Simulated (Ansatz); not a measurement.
# Pd chain started as a dimerised line: one chain at several levels of theory, part 2 of 2

How many channels does the Pd chain started as a dimerised line carry, and how sure is the answer?

Ansatz 0.2.0; DFT PBE, plane waves, PAW; relaxation of a chain's period (the session's first sound run).

So far, conductance of the lead as this run defines it (G₀): step 3 (the perfect wire, level PBE, cutoff 420 eV) 4.00; step 5 (the wire at its relaxed period, level RPBE, cutoff 420 eV) 2.53; step 7 (the wire at its relaxed period, level r2SCAN, cutoff 500 eV) 2.50.

In doubt: warnings of the run leave room for a lower electronic state (steps 2, 11), so energies may not be the lowest and differences between runs may mislead.

## Step 9: Bands of the perfect wire, level PBEsol, cutoff 420 eV

This step: DFT PBEsol, plane waves, PAW; channels and complex bands of a perfect chain (Ansatz 0.2.0).

The channels are counted again under PBEsol, at the period that it gave.

input.yaml reads:

```yaml
crystal:
  lattice:
    - [7.5, 0.0, 0.0]
    - [0.0, 7.5, 0.0]
    - [0.0, 0.0, 4.7208961616]
  atoms:
    - { symbol: Pd, position: [0.5, 0.5, 0.974997946] }
    - { symbol: Pd, position: [0.5, 0.5, 0.475002054] }
kpoints:
  mp_grid: { grid: [1, 1, 17] }
  band_path: { path: ["Γ", Z], npoints: 60 }
scf:
  occupations: { method: fermi_dirac, width: 0.05 }
hamiltonian:
  xc: pbesol
output:
  transmission:
    e_range: [-2, 2]
    de: 0.035
    kmesh: [1, 1]
    reduced_basis: true
    leads: [[0, 0]]
  dos: { projected: true, e_range: [-6, 4] }
```

On the command line:

```
$ ansatz run input.yaml --threads 4 --pin off --max-ram 8192MiB --backend cpu --events-out ev --progress --plain --runs-dir out
```

Run time: 24 s. Hardware: 4 threads of Arm Neoverse N1, shared host; peak memory 0.51 GiB; 86 s of CPU time.

At the computed energy nearest the Fermi level there are 4 channels a spin, and the thermal average gives 4.00 G₀.

## Step 10: Comparing the runs

Times are for 4 threads of Arm Neoverse N1, shared host. The series side by side:

| no. | level | conductance of the lead as this run defines it (G₀) | absolute moment (μB) | time | memory (GiB) |
| --- | --- | --- | --- | --- | --- |
| 1 | PBE | 3.998 | 0 | 20 s | 0.51 |
| 2 | RPBE | 2.535 | 1.378 | 61 s | 0.68 |
| 3 | r2SCAN | 2.500 | 1.510 | 57 s | 1.1 |
| 4 | PBEsol | 4.000 | 0 | 24 s | 0.51 |

## Step 11: The relaxed wire, cutoff 1110 eV

This step: DFT PBE, plane waves, PAW (JTH); relaxation of a chain's period (Ansatz 0.2.0).

The same functional on other atomic datasets tests how far the result hangs on the treatment of the cores. Against the first PBE run of this kind, the cutoff is 1110 eV against 420.

input.yaml reads:

```yaml
crystal:
  lattice:
    - [7.5, 0.0, 0.0]
    - [0.0, 7.5, 0.0]
    - [0.0, 0.0, 5.282]
  atoms:
    - { symbol: Pd, position: [0.5, 0.5, 0.0], spin: 0.6 }
    - { symbol: Pd, position: [0.5, 0.5, 0.45], spin: 0.6 }
magnetization:
  spin_polarized: true
kpoints:
  mp_grid: { grid: [1, 1, 16] }
scf:
  occupations: { method: fermi_dirac, width: 0.05 }
hamiltonian:
  xc: pbe
  pseudopotentials: { kind: paw, source: jth }
relax:
  cell: { fix: [a, b, alpha, beta, gamma] }
  max_steps: 60
```

The job ended after 4.9 min (4 threads; peak memory 1.6 GiB).

The cell's length comes to 4.820 Å, -0.2 % against the first run, with no moment. The two atoms stand evenly on a line, so the true period is half of it.

## Step 12: The relaxed wire

This step: DFT PBE, plane waves, PAW; relaxation of a chain's period (Ansatz 0.2.0).

No moment formed, so a run without spin should agree; this checks it and saves time.

input.yaml, the sections that differ from step 11:

```yaml
crystal:
  lattice:
    - [7.5, 0.0, 0.0]
    - [0.0, 7.5, 0.0]
    - [0.0, 0.0, 5.282]
  atoms:
    - { symbol: Pd, position: [0.5, 0.5, 0.0] }
    - { symbol: Pd, position: [0.5, 0.5, 0.45] }
hamiltonian:
  xc: pbe
# kpoints, scf, relax: as in step 11
# magnetization: removed
```

Elapsed: 8.9 s, on 4 threads; peak memory 0.52 GiB.

The cell's length comes to 4.829 Å, -0.0 % against the first run, with spin left out. The two atoms stand evenly on a line, so the true period is half of it.

## Step 13: The series together

Times are for 4 threads of Arm Neoverse N1, shared host. Results by setting:

```
no.           level  cell length along the wire (Å)  absolute moment (μB)     time  memory (GiB)
  1             PBE                           4.830                     0     39 s          0.58
  2            RPBE                           4.973                 1.370     23 s          0.58
  3          r2SCAN                           4.831                 1.513     75 s           1.2
  4          PBEsol                           4.721                     0     25 s          0.58
  5  PBE, JTH files                           4.820                     0  4.9 min           1.6
  6    PBE, no spin                           4.829                     0    8.9 s          0.52
```

## Step 14: With spin-orbit coupling

This step: DFT PBE, plane waves, fully relativistic PAW; channels of a perfect chain with spin-orbit coupling (Ansatz 0.2.0).

Spin-orbit coupling mixes the spins and splits bands that cross or touch without it, so it can open or close channels. Fully relativistic datasets take the place of the scalar ones. The window is narrow, since spinor matrices are twice as large.

input.yaml reads:

```yaml
crystal:
  lattice:
    - [7.5, 0.0, 0.0]
    - [0.0, 7.5, 0.0]
    - [0.0, 0.0, 4.8298715788]
  atoms:
    - { symbol: Pd, position: [0.5, 0.5, 0.975000555] }
    - { symbol: Pd, position: [0.5, 0.5, 0.474999445] }
kpoints:
  mp_grid: { grid: [1, 1, 17] }
  band_path: { path: ["Γ", Z], npoints: 60 }
scf:
  occupations: { method: fermi_dirac, width: 0.05 }
hamiltonian:
  xc: pbe
  pseudopotentials: { kind: paw_fr }
output:
  transmission:
    e_range: [-0.42, 0.42]
    de: 0.035
    kmesh: [1, 1]
    reduced_basis: false
    leads: [[0, 0]]
magnetization:
  noncollinear: true
  spin_orbit: true
```

The job ended after 14 min (4 threads; peak memory 4.6 GiB).

This step gave:

- energy at zero smearing: -13944.8651 eV
- conductance of the lead as this run defines it: 3.965 G₀
- channels at the energy nearest the Fermi level, both spins: 8

Open channels of the lead, both spins against energy, zero at the Fermi level:

| energy (eV) | open channels of the lead, both spins |
| --- | --- |
| -0.420 | 4 |
| -0.385 | 4 |
| -0.350 | 8 |
| -0.315 | 8 |
| -0.280 | 8 |
| -0.245 | 8 |
| -0.210 | 8 |
| -0.175 | 8 |
| -0.140 | 8 |
| -0.105 | 8 |
| -0.070 | 8 |
| -0.035 | 8 |
| 0.000 | 8 |
| 0.035 | 8 |
| 0.070 | 8 |
| 0.105 | 6 |
| 0.140 | 6 |
| 0.175 | 6 |
| 0.210 | 4 |
| 0.245 | 4 |
| 0.280 | 4 |
| 0.315 | 2 |
| 0.350 | 2 |
| 0.385 | 2 |
| 0.420 | 2 |

The slowest values at each energy, most degenerate partners merged, listed up to 1.5 1/Å. Im kz of the slowest decaying states against energy, zero at the Fermi level:

```csv
energy (eV),decay 1 (Å⁻¹),decay 2 (Å⁻¹),decay 3 (Å⁻¹),decay 4 (Å⁻¹)
-0.420,0.0325,0.228,0.576,1.23
-0.350,0.325,0.611,1.22,1.23
-0.315,0.363,0.628,1.22,1.23
-0.245,0.425,0.658,1.21,1.22
-0.175,0.477,0.686,1.20,1.21
-0.105,0.521,0.711,1.19,1.21
-0.070,0.541,0.724,1.19,1.20
0.000,0.577,0.746,1.18,1.20
0.070,0.610,0.768,1.17,1.19
0.105,0.0474,0.626,0.778,1.17
0.175,0.101,0.654,0.797,1.16
0.245,0.0918,0.134,0.680,0.816
0.315,0.0226,0.146,0.159,0.704
0.350,0.0671,0.167,0.169,0.716
0.420,0.111,0.188,0.202,0.738
```

The electronic bands at the labelled points (eV, zero at the Fermi level):

| point | band 31 | band 32 | band 33 | band 34 | band 35 | band 36 | band 37 | band 38 |
| --- | --- | --- | --- | --- | --- | --- | --- | --- |
| Γ | -0.48 | -0.48 | 0.09 | 0.09 | 0.20 | 0.20 | 0.31 | 0.31 |
| halfway | -0.60 | -0.60 | -0.41 | -0.41 | -0.38 | -0.38 | -0.34 | -0.34 |
| Z | -1.19 | -1.19 | -0.88 | -0.88 | -0.88 | -0.88 | 0.65 | 0.65 |

At the computed energy nearest the Fermi level there are 8 spinor channels, and the thermal average gives 3.96 G₀.

## Step 15: A varied input

This step: DFT PBE, plane waves, PAW; channels and complex bands of a perfect chain; changed: output.transmission.reduced_basis = false, output.transmission.e_range = [-0.1, 0.1], output.transmission.de = 0.05 (Ansatz 0.2.0).

The atoms of the run on the perfect lead (PBE) are kept and the input is varied, to see whether the result depends on it. The ELF is not written this time.

input.yaml, the sections that differ from step 14:

```yaml
hamiltonian:
  xc: pbe
output:
  transmission:
    e_range: [-0.1, 0.1]
    de: 0.05
    kmesh: [1, 1]
    reduced_basis: false
    leads: [[0, 0]]
  dos: { projected: true, e_range: [-6, 4] }
  write_potential: true
  write_density: true
  volumetric_format: npy
# crystal, kpoints, scf: as in step 14
# magnetization: removed
```

It took 25 s on 4 threads; peak memory 1.9 GiB.

Numbers from this step:

| Quantity | Value |
| --- | --- |
| energy at zero smearing | -13940.7323 eV |

The open channels of the lead, one spin stays at 4 for energy from -0.1 to 0.1 eV.

It took 25 s against 20 s for the run it varies; the program gives no conductance for this window, step and temperature, so that result is lost.

The channels at the energy nearest the Fermi level, one spin stays within 0.2 % plus 0.001 of the run it varies.

## Step 16: Summary of results

| Item | Value |
| --- | --- |
| cell length, PBE | 4.830 Å |
| cell length, RPBE | 4.973 Å |
| cell length, r2SCAN | 4.831 Å |
| cell length, PBEsol | 4.721 Å |
| cell length, PBE, JTH files | 4.820 Å |
| cell length, PBE, no spin | 4.829 Å |
| conductance, PBE | 4.00 G₀ |
| conductance, RPBE | 2.53 G₀ |
| absolute moment, RPBE | 1.38 μB |
| conductance, r2SCAN | 2.50 G₀ |
| absolute moment, r2SCAN | 1.51 μB |
| conductance, PBEsol | 4.00 G₀ |
| conductance, with spin-orbit coupling | 3.96 G₀ |

**Reading.** Under PBE the cell's length is 4.83 Å, no moment survives, and it is a metal with 4 channels a spin next to the Fermi level, 4.00 G₀ at 300 K (2.50 to 4.00 over the functionals). The cell's length spans 5.4 % over the functionals, shortest under PBEsol and longest under RPBE. A perfect wire passes every open channel, so the conductance counts half a G₀ for each forward-moving state at the Fermi level, spin by spin. The functionals disagree on magnetism: the relaxation keeps a moment under RPBE (1.37 μB) and r2SCAN (1.51 μB) and loses it under PBE and PBEsol. At the relaxed period it is a straight line with bonds of 2.41 Å, as the straight start enforces by symmetry. Transport is coherent and elastic here: the atoms are frozen, so scattering by vibrations plays no part. No search over magnetic orders was made; another may lie lower.

[Logs are printed without paths, hosts, clocks, repeated set-up lines and the standing remarks that a program may print on its own settings, such as how far it seeks lower states.]

[Hosts, paths, dates, database ids (printed as entryN), source tags and the programs' standing remarks are cut or masked in the printed files.]
